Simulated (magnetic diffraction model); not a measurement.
## Moment size from magnetic intensity in CeMnGa

Space group P6_3/mmc (no. 194), a = 4.3730 Å, c = 7.2880 Å.

```
site  atom    x    y    z
  2a    Ce    0    0  1/2
  2c    Ga  1/3  2/3  1/4
  2d    Mn  1/3  2/3  3/4
```

The compound is invented for this exercise: a known structure type with other elements, its cell scaled to their sizes and not relaxed.

Only Ce is taken to order (form factors of Ce3+); orders and moment sizes are assumed, and not adapted to the symmetry. Radiation: neutrons of λ = 1.8 Å, 2° to 80°; isotropic B of 0.4 Å² (Ce), 0.46 Å² (Ga) and 0.57 Å² (Mn). Simulated constant-wavelength pattern: nuclear and magnetic terms add, the magnetic one as |2.695 fm × Σ f S⊥ exp(2πi Q·r) exp(−B s²)|², summed over all Q at one angle with the factor 1/(sin²θ cos θ). For a modulated order the moment at position r is S exp(−2πi k·r) + c.c., with S = m/2 for a sine wave of amplitude m and S = m(u + iv)/2 for moments turning in a plane, u and v being orthogonal unit vectors in it; the phase factor of the sum at Q = H + k is then exp(2πi H·r). Free-ion form factors, Sears's scattering lengths of 1992, no absorption; a label names one of the reflections at its angle. The strongest nuclear line in the range is 100, and lines under 0.2 are left out.

In a first state the assumed order is k = (1/3 1/3 1/2), moments turning in the plane of [100] and [001], 1.6 μB on Ce; signs + at (0, 0, 1/2), − at (0, 0, 0), with this pattern:

| 2θ (°) | index | nuclear | magnetic |
| --- | --- | --- | --- |
| 17.31 | (2/3 -1/3 1/2) | 0.0 | 10.7 |
| 26.66 | (1/3 1/3 3/2) | 0.0 | 3.5 |
| 27.50 | (1 0 0) | 6.5 | 0.0 |
| 28.60 | (0 0 2) | 0.3 | 0.0 |
| 31.07 | (1 0 1) | 100.0 | 0.0 |
| 32.67 | (2/3 2/3 1/2) | 0.0 | 2.8 |
| 38.67 | (4/3 -2/3 3/2) | 0.0 | 1.8 |
| 39.49 | (2/3 -1/3 5/2) | 0.0 | 1.3 |
| 40.09 | (1 0 2) | 29.9 | 0.0 |
| 43.21 | (5/3 -1/3 1/2) | 0.0 | 3.0 |
| 48.10 | (4/3 1/3 3/2) | 0.0 | 2.1 |
| 48.61 | (1 1 0) | 17.0 | 0.0 |
| 48.79 | (2/3 2/3 5/2) | 0.0 | 0.9 |
| 52.23 | (1 0 3) | 38.3 | 0.0 |
| 53.93 | (1/3 1/3 7/2) | 0.0 | 0.6 |
| 56.76 | (2 0 0) | 1.7 | 0.0 |
(The table stops after 16 lines; 21 more lie at higher angle.)

**Question.** Nearer the ordering temperature the line at 17.31° has total intensity 1.0 on the same scale, and all moments have shrunk alike. How large is the Ce moment?

The nuclear part, 0.0, stays, so the magnetic part is 1.0 against 10.7. It goes as m², so m = 1.6 × √(1.0/10.7) = 0.49 μB; the value used was 0.48 μB.

[Logs are printed without paths, hosts, clocks, repeated set-up lines and the standing remarks that a program may print on its own settings, such as how far it seeks lower states.]
